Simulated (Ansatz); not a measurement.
# Li on W(110): change of the work function, part 3 of 3

Aim: the work function of W(110) at several coverages of Li (hollow site), and the dipole that each adsorbate carries.

Ansatz 0.2.0; plane-wave DFT, PBE, Ansatz PAW.

So far, work function, upper face (eV): step 2 (the clean slab) 4.84; step 3 (17 atoms, coverage 0.25 ML, cell 2x2) 2.46.

### Step 4. The covered slab, k-mesh 12×12×1, coverage 1 ML

System of this step: LiW4 (Li/W(110)). The cell holds 5 atoms: 4 W and 1 Li. Cell: a = 2.737 Å, b = 2.737 Å, c = 27.271 Å, α = 90.0°, β = 90.0°, γ = 70.5°. Vacuum lies along c.

Another coverage, to see how the dipoles act on each other as their distance changes.

File input.yaml:

```yaml
crystal:
  lattice:
    - [2.2344574285, -1.58, 0.0]
    - [2.2344574285, 1.58, 0.0]
    - [0.0, 0.0, 27.2706338538]
  atoms:
    - { symbol: W, position: [0.0, 0.0, 0.3300253323] }
    - { symbol: W, position: [0.5, 0.5, 0.4119617274] }
    - { symbol: W, position: [0.0, 0.0, 0.495287083] }
    - { symbol: W, position: [0.5, 0.5, 0.5756727792] }
    - { symbol: Li, position: [0.84, 0.84, 0.6699746677] }
kpoints:
  mp_grid: { grid: [12, 12, 1] }
hamiltonian:
  xc: pbe
scf:
  occupations: { method: fermi_dirac, width: 0.1 }
  convergence: { dr2_threshold: 1.0e-08 }
efield:
  axis: 3
  dipole_correction: true
  ramp_position: 0.97
  ramp_width: 0.06
relax:
  f_tol: 0.02
  max_steps: 60
  constraints: [{ sites: [0, 1] }]
output:
  write_potential: true
  write_density: true
  volumetric_format: npy
```

Run with:

```sh
> ansatz run input.yaml --threads 4 --pin off --max-ram 6144MiB --backend cpu --events-out ev --progress --plain --runs-dir out
```

Numbers of over 12 decimals in the logs are rounded to 6 here.

The log of the run:

```text
[...]
Crystal: 5 atoms, lattice volume = 192.555 Å³
Basis set: ecut = 420 eV, 3829 PW (Γ), exchange–correlation on 40×40×384 points (8 copies of the dense FFT grid, shifted against one another)
Bands: 36, of which v1, the nominal top of the filled ones, is band 30 counted from 1 (29 counted from 0)
Symmetry: 2 space group operations
[...]
k-points: 43 of 144 (time reversal used)
[...]
SCF iter   1: F=—  HF=-41741.669353 eV  |F-HF|=—  |Δ(HF+E_count)|=         —  Δρ=8.40e-3  dr2=2.35e0  ethr=1.77e-3  p=0.075 e·Å  D=7.01e-2 V/Å  ΔV_dip=-1.91 eV  dr2_dipole=1.34e0  V_vac-E_F(+/−)=3.25/5.16 eV  ⟨swp⟩=9.0  Hψ=17056  notcnv=0  defer=6
[...]
SCF iter  10: F=-41741.581972 eV  HF=-41741.581972 eV  |F-HF|=2.34e-9  |Δ(HF+E_count)|=   8.91e-9  Δρ=8.74e-7  dr2=3.15e-9  ethr=1.69e-11  p=0.044 e·Å  D=4.10e-2 V/Å  ΔV_dip=-1.12 eV  dr2_dipole=1.68e-10  V_vac-E_F(+/−)=3.75/4.87 eV  ⟨swp⟩=11.2  Hψ=11796  notcnv=0
SCF 1 converged in 10 iterations: F = -41741.581972 eV  dr2 = 3.15e-9
[...]
relax step   1: F+E_penalty+E_count = -41741.58197179 eV  Δ(F+E_penalty+E_count) = +0.000e0 eV  max|allowed force component| = 6.739e-1 eV/Å  Δτ_max = 0.0000 Å  (10 SCF iters, accepted)
Bands: 42, of which v1, the nominal top of the filled ones, is band 30 counted from 1 (29 counted from 0)
[...]
SCF iter   1: F=—  HF=-41741.780658 eV  |F-HF|=—  |Δ(HF+E_count)|=         —  Δρ=1.00e-2  dr2=2.51e0  ethr=3.10e-3  p=0.044 e·Å  D=4.10e-2 V/Å  ΔV_dip=-1.12 eV  dr2_dipole=6.58e-1  V_vac-E_F(+/−)=3.86/4.98 eV  ⟨swp⟩=5.2  Hψ=5358  notcnv=0  defer=25
[...]
SCF iter  11: F=-41741.656522 eV  HF=-41741.656522 eV  |F-HF|=4.37e-11  |Δ(HF+E_count)|=   1.18e-8  Δρ=4.42e-7  dr2=2.02e-9  ethr=1.69e-11  p=0.059 e·Å  D=5.56e-2 V/Å  ΔV_dip=-1.52 eV  dr2_dipole=9.95e-10  V_vac-E_F(+/−)=3.36/4.87 eV  ⟨swp⟩=10.9  Hψ=11458  notcnv=0
SCF 2 converged in 11 iterations: F = -41741.656522 eV  dr2 = 2.02e-9
relax step   2: F+E_penalty+E_count = -41741.65652193 eV  Δ(F+E_penalty+E_count) = -7.455e-2 eV  max|allowed force component| = 5.854e-1 eV/Å  Δτ_max = 0.1949 Å  (11 SCF iters, accepted)
[...]
SCF iter  10: F=-41741.713590 eV  HF=-41741.713590 eV  |F-HF|=4.39e-9  |Δ(HF+E_count)|=   1.60e-8  Δρ=5.73e-7  dr2=9.55e-10  ethr=1.69e-11  p=0.061 e·Å  D=5.69e-2 V/Å  ΔV_dip=-1.55 eV  dr2_dipole=2.68e-11  V_vac-E_F(+/−)=3.33/4.88 eV  ⟨swp⟩=10.8  Hψ=11432  notcnv=0
SCF 3 converged in 10 iterations: F = -41741.713590 eV  dr2 = 9.55e-10
relax step   3: F+E_penalty+E_count = -41741.71358960 eV  Δ(F+E_penalty+E_count) = -5.707e-2 eV  max|allowed force component| = 1.290e-1 eV/Å  Δτ_max = 0.1949 Å  (10 SCF iters, accepted)
[...]
relax step   4: F+E_penalty+E_count = -41741.73557016 eV  Δ(F+E_penalty+E_count) = -2.198e-2 eV  max|allowed force component| = 7.388e-2 eV/Å  Δτ_max = 0.2000 Å  (9 SCF iters, accepted)
[...]
relax step   5: F+E_penalty+E_count = -41741.74490104 eV  Δ(F+E_penalty+E_count) = -9.331e-3 eV  max|allowed force component| = 1.583e-2 eV/Å  Δτ_max = 0.1948 Å  (8 SCF iters, accepted)
SCF iter   1: F=—  HF=-41741.745281 eV  |F-HF|=—  |Δ(HF+E_count)|=         —  Δρ=8.88e-4  dr2=1.30e-3  ethr=3.39e-5  p=0.064 e·Å  D=5.98e-2 V/Å  ΔV_dip=-1.63 eV  dr2_dipole=3.35e-4  V_vac-E_F(+/−)=3.25/4.88 eV  ⟨swp⟩=3.9  Hψ=4076  notcnv=0  defer=48
[...]
SCF iter   7: F=-41741.745423 eV  HF=-41741.745423 eV  |F-HF|=3.20e-10  |Δ(HF+E_count)|=   7.84e-9  Δρ=5.74e-7  dr2=2.20e-9  ethr=1.69e-11  p=0.064 e·Å  D=5.98e-2 V/Å  ΔV_dip=-1.63 eV  dr2_dipole=9.60e-11  V_vac-E_F(+/−)=3.25/4.88 eV  ⟨swp⟩=8.5  Hψ=11490  notcnv=0
SCF 6 converged in 7 iterations: F = -41741.745423 eV  dr2 = 2.20e-9
relax step   6: F+E_penalty+E_count = -41741.74542286 eV  Δ(F+E_penalty+E_count) = -5.218e-4 eV  max|allowed force component| = 1.028e-2 eV/Å  Δτ_max = 0.0599 Å  (7 SCF iters, accepted)
[...]
SCF converged after 7 iterations
Free energy (F): -41741.745423 eV
[...]
Internal energy: -41741.629639 eV  (E = F + TS)
E sigma→0 (E₀):  -41741.687531 eV
Entropy (-TS):   -0.115784 eV (-23.157 meV/atom)
Fermi energy:    5.227321 eV
Dipole field:    D = 0.059775 V/Å  (p = 0.063608 e·Å, saw-weighted, corrected)
Work function:   Φ+ = 3.2528 eV   Φ− = 4.8828 eV
[...]
--- Forces (eV/Å), atoms counted from 1 ---
  atom   1  W      0.00023181    -0.00000000     0.37824058
  atom   2  W     -0.00360968     0.00000000    -0.37900384
  atom   3  W      0.01028262    -0.00000000     0.00036951
  atom   4  W     -0.00690073     0.00000000    -0.00284035
  atom   5  Li    -0.00001519    -0.00000000     0.00324224
  max |Σ_I F_I| component: 1.12e-5 eV/Å
--- Band table (eV; the first three rows and the last of 43) ---
  k-point 0: bands = [... 26 lower, 3.9105, 3.9260, 4.3706, 4.6943, 5.1023, 5.7574, 6.1957, 7.0486, ... 8 higher]
  k-point 1: bands = [... 26 lower, 3.7681, 3.9720, 4.3117, 4.7045, 5.1166, 5.4551, 6.3955, 6.8778, ... 8 higher]
  k-point 2: bands = [... 26 lower, 3.5020, 3.7400, 4.3079, 4.5770, 5.1441, 5.6916, 6.7515, 6.7974, ... 8 higher]
  k-point 42: bands = [... 26 lower, 5.3837, 5.7387, 6.2970, 6.3519, 6.8039, 6.8809, 8.6742, 8.8980, ... 8 higher]
--- Relaxed structure (6 steps of the walk, 6 accepted, 0 SCFs on fresh bases) ---
  F+E_penalty+E_count = -41741.74542286 eV   max|allowed force component| = 1.028e-2 eV/Å
  atoms:
    - { symbol: W, position: [0.0, 0.0, 0.330025] }
    - { symbol: W, position: [0.5, 0.5, 0.411962] }
    - { symbol: W, position: [-0.00021973, -0.00021973, 0.494969] }
    - { symbol: W, position: [0.500294, 0.500294, 0.576646] }
    - { symbol: Li, position: [1.000335, 1.000335, 0.658477] }
```

Wall time 54 s (4 threads of Arm Neoverse V1, shared host); peak memory 0.64 GiB; 3.5 min of CPU time.

Relaxation path:

```
step  energy less that of the first step (eV)  largest force component (eV/Å)
   1                                   0.0000                          0.6739
   2                                  -0.0745                          0.5854
   3                                  -0.1316                          0.1290
   4                                  -0.1536                          0.0739
   5                                  -0.1629                          0.0158
   6                                  -0.1635                          0.0103
```

The run keeps the 2 symmetry operations that it works with, so distortions that break them were not tested.

The atoms that moved most (Å):

| atom | dx | dy | dz | length |
| --- | --- | --- | --- | --- |
| Li5 | 0.717 | 0.000 | -0.314 | 0.782 |
| W4 | 0.001 | 0.000 | 0.027 | 0.027 |
| W3 | -0.001 | 0.000 | -0.009 | 0.009 |

Final coordinates:

```cif
data_structure
_symmetry_space_group_name_H-M 'P 1'
_symmetry_Int_Tables_number 1
_cell_length_a 2.7366
_cell_length_b 2.7366
_cell_length_c 27.2706
_cell_angle_alpha 90.000
_cell_angle_beta 90.000
_cell_angle_gamma 70.529
_cell_volume 192.55
loop_
_atom_site_label
_atom_site_type_symbol
_atom_site_fract_x
_atom_site_fract_y
_atom_site_fract_z
_atom_site_occupancy
W1 W 0.00000 0.00000 0.33003 1
W2 W 0.50000 0.50000 0.41196 1
W3 W 0.99978 0.99978 0.49497 1
W4 W 0.50029 0.50029 0.57665 1
Li5 Li 0.00033 0.00033 0.65848 1
```

This step gave:

* energy at zero smearing: -41741.6875 eV
* work function, upper face: 3.253 eV
* work function, lower face: 4.883 eV
* dipole along the normal: 0.06361 e·Å
* step between the vacuum levels: -1.630 eV

Running mean over 2.234 Å of the planar mean; the ramp of the sawtooth is left out. The electron's electrostatic potential energy less the Fermi level by z:

z (Å), electron's electrostatic potential energy less the Fermi level (eV) and a bar from the least value:
```
        4        4.9 ##############################
        5        4.9 ##############################
        6        4.7 ##############################
        7        3.3 ###########################
        8       -5.7 ############
        9      -12.2 #
       10      -12.5 
       11      -12.7 
       12      -12.5 
       13      -12.5 
       14      -12.6 
       15      -12.4 
       16      -11.5 ##
       17       -5.4 ############
       18       -1.5 ###################
       19        0.1 ######################
       20        2.6 ##########################
       21        3.1 ###########################
       22        3.2 ###########################
       23        3.3 ###########################
       24        3.3 ###########################
```

The relaxation took 6 steps and lowered the energy by 0.16 eV; the largest force on the free atoms ends at 0.010 eV/Å.

The covered face has 3.25 eV, -1.59 eV against the clean one; the bare back face has moved by -0.02 eV, a measure of how thin the slab is.

### Step 5. Work function against coverage

This step: plane-wave DFT, PBE, Ansatz PAW; work function against coverage (Ansatz 0.2.0).

The runs are now put side by side.

Numbers from this step:

```
work function of the clean face     : 4.845 eV
largest change of the work function : -2.389 eV
```

Table of work function of the covered face by coverage:

```
coverage (adsorbates/nm²)  work function of the covered face (eV)
                     0.00                                    4.84
                     3.54                                    2.46
                    14.16                                    3.25
```

The dipole per adsorbate comes from the change of the cell's dipole. Coverage, by row:

| coverage (1/nm²) | coverage (ML) | work function (eV) | change (eV) | dipole per adsorbate, positive end outwards (debye) | mean height of the added atoms over the highest substrate atom (Å) |
| --- | --- | --- | --- | --- | --- |
| 3.541 | 0.25 | 2.455 | -2.389 | 1.781 | 2.246 |
| 14.16 | 1 | 3.253 | -1.592 | 0.295 | 2.232 |

### Step 6. Results

```
work function of the clean face                        : 4.84 eV
work function at 0.25 ML                               : 2.46 eV
work function at 1 ML                                  : 3.25 eV
dipole per adsorbate at 0.25 ML, positive end outwards : 1.78 D
```

**Reading.** Li lowers the work function of W(110) at the lowest coverage, by 2.39 eV: the adsorbate layer has its positive end outwards. The slab has 4 layers, at the tabulated experimental lattice constant, one starting site was run, and quantum-size effects of a slab this thin can reach one or two tenths of an eV.

[Logs are printed without paths, hosts, clocks, repeated set-up lines and the standing remarks that a program may print on its own settings, such as how far it seeks lower states.]

[Hosts, paths, dates, database ids (printed as entryN), source tags and the programs' standing remarks are cut or masked in the printed files.]

[Maps of the electrostatic potential energy from Ansatz leave out the sawtooth potential of an applied field or a dipole correction, so their vacuum need not be flat; planar profiles and work functions include it.]
